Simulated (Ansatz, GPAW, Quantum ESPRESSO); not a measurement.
# SrLi2SnS4: valence-band photoemission, part 3 of 3

What would valence photoemission of SrLi2SnS4 look like, and what sets its shape?

Ansatz 0.2.0, Quantum ESPRESSO 7.5 and GPAW 26.7.0; DFT, PBE, plane-wave PAW, default files, scalar-relativistic (the session's first sound run).

So far. Step 5 (Quantum ESPRESSO: self-consistent run): At this level the gap is 2.67 eV on the k-mesh of the self-consistent run, which can miss the band edges. Step 8 (Quantum ESPRESSO: bands): On this path the gap is direct, 2.67 eV, with the valence top at M and the conduction bottom at M.

**10. Other settings**

This step: DFT, PBE, plane-wave PAW, default files, scalar-relativistic; changed: scf.initial_density.chi_scale = 0.0, accuracy = "high", scf.n_extra_bands = 32 (Ansatz 0.2.0).

Some settings are changed to see whether the read-outs move.

Contents of input.yaml:

```yaml
crystal:
  lattice:
    - [-3.3295, 3.3295, 3.959]
    - [3.3295, -3.3295, 3.959]
    - [3.3295, 3.3295, -3.959]
  atoms:
    - { symbol: Sn, position: [0.0, 0.0, 0.0] }
    - { symbol: Sr, position: [0.5, 0.5, 0.0] }
    - { symbol: S, position: [0.37794, 0.96474, 0.0] }
    - { symbol: S, position: [0.62206, 0.62206, 0.5868] }
    - { symbol: S, position: [0.96474, 0.37794, 0.0] }
    - { symbol: S, position: [0.03526, 0.03526, 0.4132] }
    - { symbol: Li, position: [0.75, 0.25, 0.5] }
    - { symbol: Li, position: [0.25, 0.75, 0.5] }
kpoints:
  mp_grid: { grid: [6, 6, 6] }
scf:
  occupations: { method: fermi_dirac, width: 0.02 }
  n_extra_bands: 32
  initial_density: { chi_scale: 0.0 }
hamiltonian:
  xc: pbe
  pseudopotentials: { kind: paw }
output:
  forces: true
  stress: true
  dos:
    projected: true
    de: 0.05
    e_range: [-30, 12]
    nscf_kmesh: { grid: [10, 10, 10] }
accuracy: high
```

The run is started by

```bash
$ ansatz run input.yaml --threads 4 --pin off --max-ram 12288MiB --backend cpu --events-out ev --progress --plain --runs-dir out
```

Wall time 37 s (4 threads of Arm Neoverse V2, shared host); peak memory 0.9 GiB; 2.5 min of CPU time.

This step gave:

```yaml
free_energy: -13595.9311 eV
fermi_energy: 6.384 eV
pressure: 2.346 GPa
gap_on_the_k_mesh: 2.673 eV
share_of_occupied_states_in_no_projected_shell: 0.01 of the occupied states in the window
```

The DOS has structure finer than the step of the table below, so its rows give means over 1 eV, whole bins alone (the curve runs from -22.4 to 13.3 eV). Peaks (eV: height): total -20.9: 60, -16.1: 50.7, -11.1: 21.5, -0.5: 13.8; S 3p -1.6: 9.97, -1.3: 7.44, -1.1: 8.03, -0.5: 13.2; S 3s -12.2: 5.55, -11.1: 18.2; Sn 5p -11.1: 2.26, -3.6: 1.50, 4.9: 1.48, 5.2: 1.45; Sn 5s -12.2: 1.77, -6.0: 3.53, 3.0: 3.30.

* holds the states left over by the projection beside any projected weight of its own, shared among the starred shells. The DOS by E, zero at the valence-band maximum; means over each step; 7 of 12 lines; values in states/eV/cell:

| E (eV) | total | S 3p | S 3s | Sn 5p | Sn 5s | Li 2s | Sr 5s |
| --- | --- | --- | --- | --- | --- | --- | --- |
| -21 | 10.00 | 0.0397 | 0.0351 | 0.00103 | 7.4e-6 | 0.00101 | 4.0e-4 |
| -20 | 0 | 0 | 0 | 0 | 0 | 0 | 0 |
| -19 | 0 | 0 | 0 | 0 | 0 | 0 | 0 |
| -18 | 0 | 0 | 0 | 0 | 0 | 0 | 0 |
| -17 | 0 | 0 | 0 | 0 | 0 | 0 | 0 |
| -16 | 6.00 | 0.0523 | 0.0395 | 0.0132 | 0.00240 | 0.0231 | 3.7e-4 |
| -15 | 0 | 0 | 0 | 0 | 0 | 0 | 0 |
| -14 | 0 | 0 | 0 | 0 | 0 | 0 | 0 |
| -13 | 0.159 | 0.00417 | 0.0905 | 4.5e-4 | 0.0274 | 0.0232 | 0.0121 |
| -12 | 1.88 | 0.0745 | 1.22 | 0.0123 | 0.377 | 0.118 | 0.0482 |
| -11 | 5.96 | 0.0189 | 4.95 | 0.640 | 0.0167 | 0.172 | 0.0665 |
| -10 | 0 | 0 | 0 | 0 | 0 | 0 | 0 |
| -9 | 0 | 0 | 0 | 0 | 0 | 0 | 0 |
| -8 | 0 | 0 | 0 | 0 | 0 | 0 | 0 |
| -7 | 0 | 0 | 0 | 0 | 0 | 0 | 0 |
| -6 | 2.00 | 0.842 | 0.397 | 0.0131 | 0.700 | 0.0169 | 0.0108 |
| -5 | 0 | 0 | 0 | 0 | 0 | 0 | 0 |
| -4 | 1.51 | 1.07 | 0.0372 | 0.338 | 0.00391 | 0.0252 | 0.0157 |
| -3 | 4.12 | 3.05 | 0.130 | 0.624 | 0.0201 | 0.144 | 0.0918 |
| -2 | 6.64 | 5.79 | 0.0958 | 0.263 | 0.0111 | 0.194 | 0.115 |
| -1 | 8.31 | 7.81 | 0.0632 | 0.0788 | 0.0168 | 0.0562 | 0.0288 |
| 0 | 1.43 | 1.37 | 0.00676 | 0.0121 | 2.0e-4 | 0.00371 | 0.00186 |
| 1 | 0 | 0 | 0 | 0 | 0 | 0 | 0 |
| 2 | 0 | 0 | 0 | 0 | 0 | 0 | 0 |
| 3 | 2.00 | 0.918 | 0.0946 | 0.0697 | 0.605 | 0.0302 | 0.0158 |
| 4 | 2.95 | 0.293 | 0.143 | 0.632 | 0.0296 | 0.228 | 0.110 |
| 5 | 5.84 | 0.576 | 0.276 | 1.11 | 0.0523 | 0.530 | 0.234 |
| 6 | 6.57 | 0.607 | 0.144 | 0.886 | 0.0392 | 0.391 | 0.413 |
| 7 | 5.13 | 0.325 | 0.0687 | 0.351 | 0.0156 | 0.325 | 0.221 |
| 8 | 5.91 | 0.273 | 0.0489 | 0.161 | 0.0139 | 0.422 | 0.279 |
| 9 | 5.81 | 0.180 | 0.0412 | 0.117 | 0.0133 | 0.418 | 0.120 |
| 10 | 6.60 | 0.145 | 0.0188 | 0.100 | 0.0108 | 0.288 | 0.0860 |
| 11 | 5.62 | 0.104 | 0.0163 | 0.0796 | 0.00838 | 0.169 | 0.0357 |
| 12 | 4.74 | 0.0650 | 0.0112 | 0.0694 | 0.00262 | 0.0825 | 0.0146 |

The two runs compared:

| quantity | this run | base run | difference |
| --- | --- | --- | --- |
| gap on the k-mesh (eV) | 2.6725 | 2.6725 | -5.1e-6 |

The gap on the k-mesh moves by 0.00 eV at most against the base run, and the converged energy is the same to the last digits.

**11. Other settings: scf.n_extra_bands = 4**

This step: DFT, PBE, plane-wave PAW, default files, scalar-relativistic; changed: scf.n_extra_bands = 4 (Ansatz 0.2.0).

Changes to input.yaml since step 10:

```diff
@@ -18,4 +18,3 @@
   occupations: { method: fermi_dirac, width: 0.02 }
-  n_extra_bands: 32
-  initial_density: { chi_scale: 0.0 }
+  n_extra_bands: 4
 hamiltonian:
@@ -31,2 +30 @@
     nscf_kmesh: { grid: [10, 10, 10] }
-accuracy: high
```

It took 16 s on 4 threads; peak memory 0.67 GiB; 64 s of CPU time.

The DOS has structure finer than the step of the table below, so its rows give means over 1 eV, whole bins alone (the curve runs from -22.4 to 4.06 eV). Peaks (eV: height): total -20.9: 60, -16.1: 50.4, -11.1: 21.5, -0.5: 13.8; S 3p -1.6: 9.97, -1.3: 7.44, -1.1: 8.03, -0.5: 13.2; S 3s -12.2: 5.54, -11.1: 18.2; Sn 5p -11.1: 2.26, -3.6: 1.50, -2.5: 0.683, 3.0: 0.382; Sn 5s -12.2: 1.77, -6.0: 3.53, 3.0: 3.30.

* holds the states left over by the projection beside any projected weight of its own, shared among the starred shells. Table of DOS by E, zero at the valence-band maximum; means over each step; 7 of 12 lines; values in states/eV/cell:

| E (eV) | total | S 3p | S 3s | Sn 5p | Sn 5s | Li 2s | Sr 5s |
| --- | --- | --- | --- | --- | --- | --- | --- |
| -21 | 10.00 | 0.0397 | 0.0351 | 0.00103 | 7.4e-6 | 0.00101 | 4.0e-4 |
| -20 | 0 | 0 | 0 | 0 | 0 | 0 | 0 |
| -19 | 0 | 0 | 0 | 0 | 0 | 0 | 0 |
| -18 | 0 | 0 | 0 | 0 | 0 | 0 | 0 |
| -17 | 0 | 0 | 0 | 0 | 0 | 0 | 0 |
| -16 | 6.00 | 0.0523 | 0.0395 | 0.0132 | 0.00240 | 0.0231 | 3.7e-4 |
| -15 | 0 | 0 | 0 | 0 | 0 | 0 | 0 |
| -14 | 0 | 0 | 0 | 0 | 0 | 0 | 0 |
| -13 | 0.159 | 0.00417 | 0.0905 | 4.5e-4 | 0.0274 | 0.0232 | 0.0121 |
| -12 | 1.88 | 0.0745 | 1.22 | 0.0123 | 0.377 | 0.118 | 0.0482 |
| -11 | 5.96 | 0.0189 | 4.95 | 0.640 | 0.0167 | 0.172 | 0.0665 |
| -10 | 0 | 0 | 0 | 0 | 0 | 0 | 0 |
| -9 | 0 | 0 | 0 | 0 | 0 | 0 | 0 |
| -8 | 0 | 0 | 0 | 0 | 0 | 0 | 0 |
| -7 | 0 | 0 | 0 | 0 | 0 | 0 | 0 |
| -6 | 2.00 | 0.842 | 0.397 | 0.0131 | 0.700 | 0.0169 | 0.0108 |
| -5 | 0 | 0 | 0 | 0 | 0 | 0 | 0 |
| -4 | 1.51 | 1.07 | 0.0372 | 0.338 | 0.00391 | 0.0252 | 0.0157 |
| -3 | 4.12 | 3.05 | 0.130 | 0.624 | 0.0201 | 0.144 | 0.0918 |
| -2 | 6.64 | 5.79 | 0.0958 | 0.263 | 0.0111 | 0.194 | 0.115 |
| -1 | 8.31 | 7.81 | 0.0632 | 0.0788 | 0.0168 | 0.0561 | 0.0288 |
| 0 | 1.43 | 1.37 | 0.00676 | 0.0121 | 2.0e-4 | 0.00371 | 0.00186 |
| 1 | 0 | 0 | 0 | 0 | 0 | 0 | 0 |
| 2 | 0 | 0 | 0 | 0 | 0 | 0 | 0 |
| 3 | 2.00 | 0.918 | 0.0946 | 0.0697 | 0.605 | 0.0302 | 0.0158 |

Maxima picked by a test of local sharpness, so broad peaks and shoulders can be missing; peaks within 0.45 eV of a curve's cut are left out. Valence peaks, by row:

| photon energy (eV) | binding energy (eV) | height (% of the maximum within 13 eV) | main shell | its share (%) |
| --- | --- | --- | --- | --- |
| 21.2 | 6.014 | 17.57 | S 3p | 95.78 |
| 21.2 | 3.414 | 42.06 | S 3p | 84.38 |
| 21.2 | 1.664 | 87.85 | S 3p | 95.48 |
| 21.2 | 0.6642 | 100 | S 3p | 97.09 |
| 150 | 20.86 | 101.1 | Sn 4d | 98.46 |
| 150 | 16.11 | 82.53 | Sr 4p | 97.29 |
| 150 | 12.26 | 27.68 | S 3s | 85.11 |
| 150 | 11.16 | 86.12 | S 3s | 96.84 |
| 150 | 6.014 | 28.64 | S 3p | 59.73 |
| 150 | 1.664 | 87.19 | S 3p | 97.75 |
| 150 | 0.6642 | 100 | S 3p | 98.66 |
| 1487 | 20.86 | 766.9 | Sn 4d | 99.85 |
| 1487 | 16.11 | 231.1 | Sr 4p | 99.06 |
| 1487 | 12.26 | 32.1 | S 3s | 80.93 |
| 1487 | 11.16 | 100 | S 3s | 91.97 |
| 1487 | 6.014 | 22.11 | Sn 5s | 40.47 |
| 1487 | 3.414 | 15.66 | S 3p | 62.02 |
| 1487 | 1.664 | 26.05 | S 3p | 88.09 |
| 1487 | 0.6642 | 28.74 | S 3p | 92.42 |
| 8048 | 20.86 | 232.6 | Sn 4d | 99.58 |
| 8048 | 16.11 | 200.1 | Sr 4p | 99.23 |
| 8048 | 12.26 | 38.96 | S 3s | 66.39 |
| 8048 | 11.16 | 100 | S 3s | 91.59 |
| 8048 | 6.014 | 32.19 | Sn 5s | 70.44 |
| 8048 | 3.464 | 9.74 | Sn 5p | 55.07 |
| 8048 | 2.564 | 8.597 | Sn 5p | 35.57 |
| 8048 | 1.764 | 8.339 | S 3p | 58.03 |
| 8048 | 0.7142 | 7.682 | S 3p | 74.3 |
| 9252 | 20.86 | 204.2 | Sn 4d | 99.52 |
| 9252 | 16.11 | 193.5 | Sr 4p | 99.22 |
| 9252 | 12.26 | 40.07 | S 3s | 64.54 |
| 9252 | 11.16 | 100 | S 3s | 91.57 |
| 9252 | 6.014 | 34.18 | Sn 5s | 72.52 |
| 9252 | 3.464 | 9.562 | Sn 5p | 56.45 |
| 9252 | 1.764 | 7.786 | S 3p | 54.54 |
| 9252 | 0.7142 | 6.989 | S 3p | 71.68 |

Spectra as before, but with a recipe of its own (widths, and in some runs the light), which changes peak heights and what is resolved: Gaussian 0.35 eV, Lorentzian 0.2 eV plus 0 times the binding energy, linear light, analyser at 54.7°, Fermi edge at 300 K; some photon energies differ too.

The two runs compared:

| quantity | this run | base run | difference |
| --- | --- | --- | --- |
| gap on the k-mesh (eV) | 2.6725 | 2.6725 | -8.5e-6 |

The gap on the k-mesh moves by 0.00 eV at most against the base run, and the converged energy is the same to the last digits.

**12. The programs side by side**

Same cell, functional and SCF mesh; potentials, basis and cutoffs are each program's own. Levels count from each run's own zero.

| quantity | Ansatz | QE | GPAW |
| --- | --- | --- | --- |
| gap on the path (eV) | 2.67 | 2.67 | 2.68 |

**13. Results**

```yaml
least_gap_on_the_mesh_and_the_path: 2.67 eV
strongest_listed_peak_within_13_ev_of_the_zero_at_1486p7_ev: 11.2 eV binding, mostly S 3s
strongest_listed_peak_within_13_ev_of_the_zero_at_21p2_ev: 0.7 eV binding, mostly S 3p
pbe_42_s_on_4_threads: gap 2.67 eV, highest Al Kα peak within 13 eV at 11.2 eV (S 3s)
spin_orbit_6p1_min_on_4_threads: gap 2.68 eV, highest Al Kα peak within 13 eV at 11.2 eV (S 3s)
lda_45_s_on_4_threads: gap 2.45 eV, highest Al Kα peak within 13 eV at 11.1 eV (S 3s)
qe: gap 2.67 eV, highest Al Kα peak within 13 eV at 11.1 eV (S 3s)
other_settings_37_s_on_4_threads: gap 2.67 eV, highest Al Kα peak within 13 eV at 11.2 eV (S 3s)
other_settings_2_16_s_on_4_threads: gap 2.67 eV, highest Al Kα peak within 13 eV at 11.2 eV (S 3s)
```

SrLi2SnS4 is an insulator or semiconductor at the base level (gap 2.67 eV), and its valence spectrum changes with photon energy as the shells' cross sections do. At 21.2 eV the valence spectrum has its highest listed peaks within 9.65 eV at 0.7 eV (S 3p) and 1.6 eV (S 3p). At 1486.7 eV the valence spectrum has its highest listed peaks within 13 eV at 0.7 eV (S 3p), 1.7 eV (S 3p), 11.2 eV (S 3s) and 12.3 eV (S 3s), and the deeper Sn 4d line at 20.9 eV is higher still (without the spin–orbit splitting that a measurement shows). The shell named is the one with most of the intensity, cross sections included, not always the one with most states there. In the main run, from 1486.7 eV towards hard X-rays the S 3s share grows by 10 points, as its cross section falls more slowly with photon energy than those of the shells it gains on. With spin-orbit coupling on, the gap on the path stays within 0.02 eV. With LDA, the gap on the path moves from 2.67 to 2.46 eV. The plane-wave programs agree on the gap on the path to 0.01 eV. At 21.2 eV the area is led by S 3p (93 %), at 9251.7 eV by Sn 4d (35 %), a shell that the model's window at 21.2 eV leaves out. These are Kohn–Sham levels; self-energy shifts and satellites are missing. Semilocal functionals underbind filled localised shells, so the Sn 4d peak should lie deeper in a measurement, and spin–orbit coupling splits d and f lines of heavy atoms. Each run has its own recipe for the spectra (widths, photon energies, in some runs the light), so peak heights and places can differ between runs for that reason too. Semilocal Kohn–Sham gaps are too small as a rule.

[Logs are printed without paths, hosts, clocks, repeated set-up lines and the standing remarks that a program may print on its own settings, such as how far it seeks lower states.]

[Hosts, paths, dates, database ids (printed as entryN), source tags and the programs' standing remarks are cut or masked in the printed files.]

[Maps of the electrostatic potential energy from Ansatz leave out the sawtooth potential of an applied field or a dipole correction, so their vacuum need not be flat; work functions include it.]

[Peak lists hold at most the 14 tallest peaks of each spectrum; further lines can be left out.]
